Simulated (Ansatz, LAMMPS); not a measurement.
# Site preference of Al in place of Ga in Ga2O3 with crystalline order left by the classical run (80 atoms)

At which site of Ga2O3 with crystalline order left by the classical run (80 atoms) does Al in place of Ga cost least, and what about the site decides it?

Main program and level: Ansatz 0.2.0; Kohn-Sham DFT, PBE, PAW (set soft_2), plane waves.

### Step 1. Starting point

The cell holds 80 atoms: 32 Ga and 48 O. Cell: a = 9.332 Å, b = 9.332 Å, c = 9.332 Å, α = 90.0°, β = 90.0°, γ = 90.0°. 80 atoms (32 Fe, 48 O) placed at random at 4.44 g/cm³, melted at 5000 K for 10 ps at fixed volume with the Morse and Coulomb pair potential with partial charges (Pedone, Malavasi, Menziani, Cormack and Segre, J. Phys. Chem. B 110, 11780 (2006)). Quenched from 5000 K to 300 K at 20 K/ps and fixed volume, held 10 ps at zero pressure, then minimised at fixed cell. Then Fe was replaced by Ga and the cell scaled by 1.003 (the potential has no terms for the new elements, so the cell is a start for a DFT relaxation).

Limits known from the start: The quench rate of 20 K/ps is orders of magnitude faster than experiment, which tends to freeze in extra defects. The starting topology of bonds comes from the classical model, and needn't be the one that DFT or experiment would give. The Brillouin zone is sampled at Γ only, in a cell whose shortest periodic width is 9 Å.

### Step 2. Single point at the start

A single point comes first, to see the forces before anything moves.

File input.yaml:

```yaml
crystal:
  lattice:
    - [9.33223, 0.0, 0.0]
    - [0.0, 9.33223, 0.0]
    - [0.0, 0.0, 9.33223]
  atoms:
    - { symbol: Ga, position: [0.78589, 0.89556, 0.32552] }
    - { symbol: Ga, position: [0.62037, 0.61915, 0.28569] }
    - { symbol: Ga, position: [0.78982, 0.7906, 0.98784] }
    - { symbol: Ga, position: [0.79508, 0.10034, 0.81278] }
    - { symbol: Ga, position: [0.27668, 0.14934, 0.56482] }
    - { symbol: Ga, position: [0.27759, 0.10872, 0.07836] }
    - { symbol: Ga, position: [0.42426, 0.80864, 0.01754] }
    - { symbol: Ga, position: [0.10896, 0.89586, 0.83747] }
    - { symbol: Ga, position: [0.94335, 0.62277, 0.30537] }
    - { symbol: Ga, position: [0.08683, 0.61885, 0.02424] }
    - { symbol: Ga, position: [0.27116, 0.60671, 0.784] }
    - { symbol: Ga, position: [0.60765, 0.62499, 0.80408] }
    - { symbol: Ga, position: [0.61264, 0.13934, 0.55536] }
    - { symbol: Ga, position: [0.2934, 0.85454, 0.59838] }
    - { symbol: Ga, position: [0.44844, 0.34745, 0.29623] }
    - { symbol: Ga, position: [0.45165, 0.8973, 0.32331] }
    - { symbol: Ga, position: [0.61892, 0.11082, 0.08908] }
    - { symbol: Ga, position: [0.11992, 0.89076, 0.32292] }
    - { symbol: Ga, position: [0.8114, 0.41352, 0.74497] }
    - { symbol: Ga, position: [0.94779, 0.11201, 0.09211] }
    - { symbol: Ga, position: [0.4502, 0.1204, 0.8191] }
    - { symbol: Ga, position: [0.12239, 0.35862, 0.26891] }
    - { symbol: Ga, position: [0.61047, 0.84979, 0.61276] }
    - { symbol: Ga, position: [0.46514, 0.43672, 0.58133] }
    - { symbol: Ga, position: [0.28925, 0.62073, 0.30077] }
    - { symbol: Ga, position: [0.10186, 0.41781, 0.56141] }
    - { symbol: Ga, position: [0.96445, 0.10268, 0.55224] }
    - { symbol: Ga, position: [0.11414, 0.2781, 0.88081] }
    - { symbol: Ga, position: [0.93981, 0.72424, 0.64351] }
    - { symbol: Ga, position: [0.78723, 0.40279, 0.06083] }
    - { symbol: Ga, position: [0.44228, 0.38705, 0.00972] }
    - { symbol: Ga, position: [0.79036, 0.30869, 0.3766] }
    - { symbol: O, position: [0.44062, 0.52762, 0.87505] }
    - { symbol: O, position: [0.59659, 0.27366, 0.41234] }
    - { symbol: O, position: [0.1395, 0.75112, 0.68426] }
    - { symbol: O, position: [0.28495, 0.97436, 0.2235] }
    - { symbol: O, position: [0.61802, 0.2465, 0.92034] }
    - { symbol: O, position: [0.94535, 0.98475, 0.72264] }
    - { symbol: O, position: [0.94877, 0.5158, 0.64189] }
    - { symbol: O, position: [0.28011, 0.28101, 0.40465] }
    - { symbol: O, position: [0.44629, 0.00429, 0.9857] }
    - { symbol: O, position: [0.98396, 0.27332, 0.4162] }
    - { symbol: O, position: [0.25381, 0.75072, 0.93894] }
    - { symbol: O, position: [0.9059, 0.26419, 0.90804] }
    - { symbol: O, position: [0.75338, 0.75137, 0.7074] }
    - { symbol: O, position: [0.10875, 0.24064, 0.67213] }
    - { symbol: O, position: [0.11416, 0.52404, 0.38705] }
    - { symbol: O, position: [0.63562, 0.48167, 0.66077] }
    - { symbol: O, position: [0.31354, 0.2493, 0.91343] }
    - { symbol: O, position: [0.79083, 0.72885, 0.1867] }
    - { symbol: O, position: [0.44726, 0.74184, 0.6853] }
    - { symbol: O, position: [0.78471, 0.50689, 0.36504] }
    - { symbol: O, position: [0.77359, 0.03147, 0.47768] }
    - { symbol: O, position: [0.28795, 0.77859, 0.42071] }
    - { symbol: O, position: [0.12954, 0.48318, 0.88385] }
    - { symbol: O, position: [0.44732, 0.21797, 0.15273] }
    - { symbol: O, position: [0.141, 0.01061, 0.49303] }
    - { symbol: O, position: [0.11424, 0.23199, 0.12922] }
    - { symbol: O, position: [0.95711, 0.98534, 0.24446] }
    - { symbol: O, position: [0.59722, 0.45752, 0.14499] }
    - { symbol: O, position: [0.29229, 0.46382, 0.16165] }
    - { symbol: O, position: [0.78889, 0.23272, 0.17928] }
    - { symbol: O, position: [0.45763, 0.52347, 0.39595] }
    - { symbol: O, position: [0.94229, 0.77887, 0.44189] }
    - { symbol: O, position: [0.45221, 0.99819, 0.5051] }
    - { symbol: O, position: [0.27879, 0.4856, 0.62665] }
    - { symbol: O, position: [0.76994, 0.53018, 0.90948] }
    - { symbol: O, position: [0.11287, 0.72068, 0.19914] }
    - { symbol: O, position: [0.60024, 0.76486, 0.9482] }
    - { symbol: O, position: [0.96574, 0.48167, 0.14218] }
    - { symbol: O, position: [0.78841, 0.00442, 0.99329] }
    - { symbol: O, position: [0.28786, 0.00267, 0.73804] }
    - { symbol: O, position: [0.44894, 0.72529, 0.19682] }
    - { symbol: O, position: [0.61907, 0.02114, 0.73104] }
    - { symbol: O, position: [0.10454, 0.04136, 0.96441] }
    - { symbol: O, position: [0.97158, 0.75674, 0.92277] }
    - { symbol: O, position: [0.61515, 0.9784, 0.23426] }
    - { symbol: O, position: [0.4477, 0.23987, 0.64913] }
    - { symbol: O, position: [0.62432, 0.77818, 0.42584] }
    - { symbol: O, position: [0.79568, 0.23692, 0.64364] }
kpoints:
  mp_grid: { grid: [1, 1, 1] }
hamiltonian:
  xc: pbe
scf:
  occupations: { method: fermi_dirac, width: 0.025 }
output:
  forces: true
```

Started as:

```console
> ansatz run input.yaml --threads 4 --pin off --max-ram 8192MiB --backend cpu --events-out ev --progress --plain --runs-dir out
```

Numbers of over 12 decimals in the logs are rounded to 6 here.

The log of the run:

```text
Engine: ansatz 0.2.0, aarch64-unknown-linux-gnu
Pseudopotentials: kind: paw
Pseudopotential: Ga, paw, valence charge 13, recommended cutoff 420 eV (normal), Ga.paw.azcp
Pseudopotential: O, paw, valence charge 6, recommended cutoff 420 eV (normal), O.paw.azcp
[... 5 lines on functional and potentials left out ...]
Crystal: 80 atoms, lattice volume = 812.749 Å³
Basis set: ecut = 420 eV, 15895 PW (Γ), exchange–correlation on 128×128×128 points (8 copies of the dense FFT grid, shifted against one another)
Bands: 432, of which v1, the nominal top of the filled ones, is band 352 counted from 1 (351 counted from 0)
Symmetry: 1 space group operations
Space group: P1 (ITA 1), of the structure as read, at distance tolerance 9.3e-5 Å
k-points: 1
[... 5 lines on functional and potentials left out ...]
Initial density: superposition of atomic densities (neutral atoms: chi_scale 0, normalization atom), corrected by the library's trained network
Initial wavefunctions: pseudopotential atomic-orbital guess
Functional: x = pbe(κ = 0.804, μ = 0.219515), c = pbe(β = 0.066725)
SCF iter   1: F=—  HF=-148310.871378 eV  |F-HF|=—  |Δ(HF+E_count)|=         —  Δρ=2.56e-3  dr2=5.43e-2  ethr=1.77e-3  ⟨swp⟩=6.0  Hψ=1593  notcnv=0
preconditioner: auto → Resta (q_TF=auto, 2.664 Å⁻¹)  ε∞=4.8  [insulator: Δε(μ)=2.134 eV  Ē_g=17.775 eV  σ=0.025 eV  W_gap=1.00  n_scr=250 (ndim 8)  ℏωp=34.6 eV  f_vac=0.025  D(μ)=0.00/eV (n_scr^D=0)  ε∞_Penn≈4.8]
SCF iter   2: F=—  HF=-148310.863918 eV  |F-HF|=—  |Δ(HF+E_count)|=   7.46e-3  Δρ=1.28e-3  dr2=1.01e-2  ethr=7.71e-6  ⟨swp⟩=2.0  Hψ=856  notcnv=0  defer=72
SCF iter   3: F=—  HF=-148310.864957 eV  |F-HF|=—  |Δ(HF+E_count)|=   1.04e-3  Δρ=5.03e-4  dr2=2.72e-3  ethr=1.44e-6  ⟨swp⟩=2.0  Hψ=503  notcnv=0  defer=48
automatic band count: iteration 3 solves 408 bands in place of 432: the levels show a gap, and the empty bands left out lie too high to hold charge; the band table lists the bands solved (type scf.n_extra_bands for more)
SCF iter   4: F=—  HF=-148310.864977 eV  |F-HF|=—  |Δ(HF+E_count)|=   2.08e-5  Δρ=1.74e-4  dr2=1.99e-4  ethr=3.86e-7  ⟨swp⟩=2.0  Hψ=665  notcnv=0  defer=48
SCF iter   5: F=—  HF=-148310.864980 eV  |F-HF|=—  |Δ(HF+E_count)|=   2.87e-6  Δρ=7.55e-5  dr2=4.06e-5  ethr=2.82e-8  ⟨swp⟩=2.0  Hψ=695  notcnv=0  defer=48
SCF iter   6: F=—  HF=-148310.866423 eV  |F-HF|=—  |Δ(HF+E_count)|=   1.44e-3  Δρ=2.92e-5  dr2=6.39e-6  ethr=5.76e-9  ⟨swp⟩=2.0  Hψ=668  notcnv=0  defer=48
SCF iter   7: F=—  HF=-148310.866423 eV  |F-HF|=—  |Δ(HF+E_count)|=   1.25e-7  Δρ=9.64e-6  dr2=7.36e-7  ethr=9.07e-10  ⟨swp⟩=2.0  Hψ=692  notcnv=0  defer=48
SCF iter   8: F=—  HF=-148310.866424 eV  |F-HF|=—  |Δ(HF+E_count)|=   4.01e-7  Δρ=3.76e-6  dr2=1.13e-7  ethr=1.05e-10  ⟨swp⟩=2.0  Hψ=702  notcnv=0  defer=48
SCF iter   9: F=-148310.866424 eV  HF=-148310.866424 eV  |F-HF|=6.93e-9  |Δ(HF+E_count)|=   4.14e-8  Δρ=1.89e-6  dr2=2.48e-8  ethr=1.42e-11  ⟨swp⟩=4.0  Hψ=1297  notcnv=0
SCF 1 converged in 9 iterations: F = -148310.866424 eV  dr2 = 2.48e-8
  greatest PAW one-centre occupation: 0.998 electrons in one spin orbital (limit 2), on the Ga atom at site 12 (counted from 0), in its partial waves of l = 2
SCF converged after 9 iterations
Free energy (F): -148310.866424 eV
Harris-Foulkes:  -148310.866424 eV  (|F-HF|=6.93e-9)
Internal energy: -148310.866424 eV  (E = F + TS)
E sigma→0 (E₀):  -148310.866424 eV
Fermi energy:    9.832549 eV
--- Per-component energies (eV) ---
  E_band       = -457.557689
  E_kinetic    = 12171.135917
  E_local      = -71298.595764  (includes V_loc(G=0)·N_el)
  E_nonlocal   = 16182.728571
  E_hartree    = 32117.486177
  E_xc         = -5699.668003
  E_vxc        = -6323.338957  (∫ρ·V_xc dr)
  E_paw        = -71559.722058  (= ΣΔE_a)
  E_vpaw       = -15424.582467  (= ΣTr[D̂ρ^β])
  E_aug_tail   = 0.115092  (compensation charges beyond the density's cutoff)
  E_ewald      = -60224.346355
  E_smearing   = -0.000000  (= −TS)
  E_closure    = -0.000000  (closes the sum)
  Σ components = -148310.866424   (vs F -148310.866424, Δ=0.00e0)
--- Forces (eV/Å), atoms counted from 1 ---
  atom   1  Ga    -0.30400973     0.31169222     0.03841974
  atom   2  Ga     0.54460532    -0.55220724    -0.15305763
  atom   3  Ga     0.13172503     0.39962304     0.85785746
  atom   4  Ga     0.26397510     0.19272414    -0.22644192
  atom   5  Ga    -0.05814469     0.00869894    -0.40085676
  atom   6  Ga     0.07649679    -0.15829143     0.39342946
  atom   7  Ga    -0.04643408    -0.01629521     0.02005386
  atom   8  Ga    -0.12734850     0.27670272    -0.05206443
  atom   9  Ga    -0.17900137    -0.47802746    -0.49210169
  atom  10  Ga    -0.46670912    -0.28867591     0.30629104
  atom  11  Ga     0.43498393    -0.68938963     0.79758590
  atom  12  Ga    -0.46659248    -0.72936850     0.14954745
  atom  13  Ga    -0.00466243    -0.50487155    -0.01548271
  atom  14  Ga     0.93907369     0.52428156     0.67332725
[...]
atom  79  O      0.01865771     0.12004475    -0.84124393
  atom  80  O     -0.08790012    -0.11093517     0.31954715
  max |Σ_I F_I| component: 1.72e-5 eV/Å
```

Wall time 10 s (4 threads of Arm Neoverse V1, shared host); peak memory 1.3 GiB; 38 s of CPU time.

The r.m.s. force at the start is 0.37 eV/Å.

### Step 3. Relaxation

The atoms are relaxed in the fixed cell, aiming at the force tolerance of the input.

File input.yaml:

```yaml
crystal:
  lattice:
    - [9.33223, 0.0, 0.0]
    - [0.0, 9.33223, 0.0]
    - [0.0, 0.0, 9.33223]
  atoms:
    [... the 80 atom lines of step 2 ...]
kpoints:
  mp_grid: { grid: [1, 1, 1] }
hamiltonian:
  xc: pbe
scf:
  occupations: { method: fermi_dirac, width: 0.025 }
output:
  forces: true
relax:
  f_tol: 0.05
  max_steps: 120
```

The log of the run:

```text
[...]
Crystal: 80 atoms, lattice volume = 812.749 Å³
Basis set: ecut = 420 eV, 15895 PW (Γ), exchange–correlation on 128×128×128 points (8 copies of the dense FFT grid, shifted against one another)
Bands: 432, of which v1, the nominal top of the filled ones, is band 352 counted from 1 (351 counted from 0)
Symmetry: 1 space group operations
[...]
k-points: 1
[...]
SCF iter   1: F=—  HF=-148310.871379 eV  |F-HF|=—  |Δ(HF+E_count)|=         —  Δρ=2.56e-3  dr2=5.43e-2  ethr=1.77e-3  ⟨swp⟩=6.0  Hψ=1593  notcnv=0
[...]
SCF iter   5: F=-148310.866411 eV  HF=-148310.866413 eV  |F-HF|=1.54e-6  |Δ(HF+E_count)|=   9.44e-6  Δρ=7.54e-5  dr2=4.05e-5  ethr=2.82e-8  ⟨swp⟩=2.0  Hψ=695  notcnv=0  defer=72
SCF iter   6: F=-148310.866420 eV  HF=-148310.866423 eV  |F-HF|=2.66e-6  |Δ(HF+E_count)|=   1.01e-5  Δρ=2.89e-5  dr2=6.28e-6  ethr=5.75e-9  ⟨swp⟩=2.0  Hψ=1382  notcnv=0
SCF 1 converged in 6 iterations: F = -148310.866420 eV  dr2 = 6.28e-6
[...]
relax step   1: F+E_penalty+E_count = -148310.86642038 eV  Δ(F+E_penalty+E_count) = +0.000e0 eV  max|allowed force component| = 1.176e0 eV/Å  Δτ_max = 0.0000 Å  (6 SCF iters, dr2 threshold 6.25e-5 eV, accepted)
[...]
relax step   2: F+E_penalty+E_count = -148311.68341927 eV  Δ(F+E_penalty+E_count) = -8.170e-1 eV  max|allowed force component| = 5.890e-1 eV/Å  Δτ_max = 0.0833 Å  (6 SCF iters, dr2 threshold 8.64e-5 eV, accepted)
[...]
relax step   3: F+E_penalty+E_count = -148312.46045931 eV  Δ(F+E_penalty+E_count) = -7.770e-1 eV  max|allowed force component| = 1.552e-1 eV/Å  Δτ_max = 0.2000 Å  (8 SCF iters, dr2 threshold 2.17e-5 eV, accepted)
relax step   4: F+E_penalty+E_count = -148312.54087968 eV  Δ(F+E_penalty+E_count) = -8.042e-2 eV  max|allowed force component| = 1.489e-1 eV/Å  Δτ_max = 0.1785 Å  (10 SCF iters, accepted)
[...]
relax step   5: F+E_penalty+E_count = -148312.55040683 eV  Δ(F+E_penalty+E_count) = -9.527e-3 eV  max|allowed force component| = 3.548e-2 eV/Å  Δτ_max = 0.0409 Å  (8 SCF iters, accepted)
SCF converged after 8 iterations
Free energy (F): -148312.550407 eV
[...]
Internal energy: -148312.550407 eV  (E = F + TS)
E sigma→0 (E₀):  -148312.550407 eV
Fermi energy:    9.878582 eV
[...]
Σ components = -148312.550407   (vs F -148312.550407, Δ=0.00e0)
--- Forces (eV/Å), atoms counted from 1 ---
  atom   1  Ga     0.00217578    -0.01857980     0.00940122
  atom   2  Ga    -0.00660182    -0.00625463    -0.00063126
  atom   3  Ga     0.00184956    -0.03547600    -0.00199927
  atom   4  Ga    -0.00503131     0.01060100    -0.00485235
[...]
atom  80  O      0.00144715    -0.02192426    -0.00556890
  max |Σ_I F_I| component: 4.36e-5 eV/Å
--- Relaxed structure (5 steps of the walk, 5 accepted, 0 SCFs on fresh bases) ---
  F+E_penalty+E_count = -148312.55040683 eV   max|allowed force component| = 3.548e-2 eV/Å
  atoms:
    - { symbol: Ga, position: [0.784478, 0.899669, 0.328754] }
    - { symbol: Ga, position: [0.621790, 0.613056, 0.284344] }
    - { symbol: Ga, position: [0.790756, 0.807332, 1.010680] }
    - { symbol: Ga, position: [0.786985, 0.108295, 0.815637] }
[...]
- { symbol: O, position: [0.791210, 0.236203, 0.651956] }
```

Run time: 46 s. Hardware: 4 threads; peak memory 1.3 GiB.

The relaxation converged after 5 steps, 1.68 eV below its start, with a largest force component of 0.035 eV/Å.

### Step 4. Single point at the relaxed geometry

The electronic structure is read at the final geometry, in a run of its own.

File input.yaml:

```yaml
crystal:
  lattice:
    - [9.33223, 0.0, 0.0]
    - [0.0, 9.33223, 0.0]
    - [0.0, 0.0, 9.33223]
  atoms:
    - { symbol: Ga, position: [0.78448, 0.89967, 0.32875] }
    - { symbol: Ga, position: [0.62179, 0.61306, 0.28434] }
    - { symbol: Ga, position: [0.79076, 0.80733, 0.01068] }
    - { symbol: Ga, position: [0.78699, 0.10829, 0.81564] }
    - { symbol: Ga, position: [0.27737, 0.13771, 0.55729] }
    - { symbol: Ga, position: [0.28065, 0.10486, 0.07826] }
    [... 68 atom lines left out ...]
    - { symbol: O, position: [0.11409, 0.04785, 0.96145] }
    - { symbol: O, position: [0.96538, 0.76242, 0.93338] }
    - { symbol: O, position: [0.61781, 0.97536, 0.22835] }
    - { symbol: O, position: [0.44789, 0.24136, 0.6445] }
    - { symbol: O, position: [0.62127, 0.78671, 0.42327] }
    - { symbol: O, position: [0.79121, 0.2362, 0.65196] }
kpoints:
  mp_grid: { grid: [1, 1, 1] }
hamiltonian:
  xc: pbe
scf:
  occupations: { method: fermi_dirac, width: 0.025 }
output:
  forces: true
  stress: true
  populations: intrinsic
  dos:
    method: { smearing: { sigma: 0.15 } }
    de: 0.1
    projected: { site_lists: { Ga: [Ga], O: [O] } }
  eigenvalues: true
  write_density: true
  write_potential: true
  volumetric_format: npy
```

The log of the run:

```text
[...]
Crystal: 80 atoms, lattice volume = 812.749 Å³
Basis set: ecut = 420 eV, 15895 PW (Γ), exchange–correlation on 128×128×128 points (8 copies of the dense FFT grid, shifted against one another)
Bands: 432, of which v1, the nominal top of the filled ones, is band 352 counted from 1 (351 counted from 0)
Symmetry: 1 space group operations
[...]
k-points: 1
[...]
SCF iter   1: F=—  HF=-148312.555063 eV  |F-HF|=—  |Δ(HF+E_count)|=         —  Δρ=2.38e-3  dr2=5.54e-2  ethr=1.77e-3  ⟨swp⟩=6.0  Hψ=1600  notcnv=0
[...]
SCF iter   8: F=-148312.550406 eV  HF=-148312.550406 eV  |F-HF|=2.59e-8  |Δ(HF+E_count)|=   2.42e-8  Δρ=3.08e-6  dr2=7.13e-8  ethr=1.42e-11  ⟨swp⟩=13.0  Hψ=3309  notcnv=0
SCF 1 converged in 8 iterations: F = -148312.550406 eV  dr2 = 7.13e-8
[...]
SCF converged after 8 iterations
Free energy (F): -148312.550406 eV
[...]
Internal energy: -148312.550406 eV  (E = F + TS)
E sigma→0 (E₀):  -148312.550406 eV
Fermi energy:    9.878593 eV
[...]
--- Forces (eV/Å), atoms counted from 1 ---
  atom   1  Ga     0.00205357    -0.01825836     0.01017928
  atom   2  Ga    -0.00643624    -0.00641828     0.00006831
  atom   3  Ga     0.00071203    -0.03438923    -0.00216930
  atom   4  Ga    -0.00560085     0.01123992    -0.00545576
  atom   5  Ga    -0.00440040     0.00204063    -0.00297315
  atom   6  Ga     0.00764591     0.00199912    -0.00003876
  atom   7  Ga    -0.00059592    -0.01128329    -0.00547800
  atom   8  Ga    -0.00352707    -0.01610245     0.00496996
  atom   9  Ga     0.00528800     0.00188945     0.00099508
  atom  10  Ga     0.00319372     0.00875319    -0.00132018
  atom  11  Ga     0.00141948    -0.00194005    -0.00581409
  atom  12  Ga     0.00717113    -0.00272352    -0.00157032
  atom  13  Ga     0.00567454     0.00777688    -0.00136331
  atom  14  Ga    -0.00744135    -0.01671659    -0.01223157
[...]
atom  79  O     -0.00019877     0.00080420     0.00534438
  atom  80  O      0.00140839    -0.02143877    -0.00582620
  max |Σ_I F_I| component: 2.33e-5 eV/Å
--- Stress (GPa, compression-positive) ---
        4.407143      -0.600211      -0.244689
       -0.600211      10.329428       0.258677
       -0.244689       0.258677      13.629534
  P = ⅓ Tr σ = 9.4554 GPa (94.554 kbar)
--- Band table (eV) ---
[...]
--- intrinsic populations: 80 sites ---
  site symbol       q [e]
     0     Ga     11.9907
     1     Ga     11.9767
     2     Ga     11.9233
[...]
79      O      6.6801
  spilling = 0.000000 (of n_electrons = 704.000000)
```

Wall time 16 s (4 threads); peak memory 1.4 GiB; 59 s of CPU time.

Read from the output:

```
free energy                                      : -148312.5504 eV
free energy per atom                             : -1853.9069 eV/atom
SCF cycles                                       : 8
pressure                                         : 9.455 GPa
r.m.s. force component                           : 0.00741 eV/Å
longest force                                    : 0.03446 eV/Å
Fermi energy                                     : 9.879 eV
gap (highest filled to lowest empty level) : 2.324 eV
```

(Continued in part 2 of 2.)

[Logs are printed without paths, hosts, clocks, repeated set-up lines and the standing remarks that a program may print on its own settings, such as how far it seeks lower states.]

[Hosts, paths, dates, database ids (printed as entryN), source tags and the programs' standing remarks are cut or masked in the printed files.]
